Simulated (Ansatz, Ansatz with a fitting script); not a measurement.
An input for Ansatz 0.2.0 (LuOBr (P4/nmm)):

```yaml
crystal:
  lattice:
    - [3.7646, 0.0, 0.0]
    - [0.0, 3.7646, 0.0]
    - [0.0, 0.0, 11.854]
  atoms:
    - { symbol: Lu, position: [0.0, 0.5, 0.4064385828] }
    - { symbol: Lu, position: [0.5, 0.0, 0.5935614172] }
    - { symbol: Br, position: [0.5, 0.0, 0.2687039987] }
    - { symbol: Br, position: [0.0, 0.5, 0.7312960013] }
    - { symbol: O, position: [0.0, 0.0, 0.5] }
    - { symbol: O, position: [0.5, 0.5, 0.5] }
kpoints:
  mp_grid: { grid: [3, 3, 2] }
hamiltonian:
  xc: pbesol
  pseudopotentials: { kind: paw, source: ansatz, frozen_core: stored }
scf:
  occupations: { method: fixed }
  lower_state_search: "off"
  convergence: { dr2_threshold: 1.0e-09 }
output:
  embedding: [{ level: hf }]
basis:
  ecutwfc: 1000
```

```sh
ansatz run input.yaml --threads 8 --pin off --max-ram 18432MiB --backend cpu --events-out ev --progress --plain --runs-dir out
```

Question: How long will it take on 8 threads of Arm Neoverse V1, shared host, and how much memory?

It took 96 s; on shared hardware allow 48 s to 3.2 min. Peak host memory was 1.4 GiB.

[Paths, hosts, dates, memory and timing lines, banners, echoed tables and standing remarks are left out of the program output.]

[Logs are printed without paths, hosts, clocks, repeated set-up lines and the standing remarks that a program may print on its own settings, such as how far it seeks lower states.]

[Runs of the session that timed out or met a known fault of the program may be left out.]

[Hosts, paths, dates, database ids (printed as entryN), source tags and the programs' standing remarks are cut or masked in the printed files.]
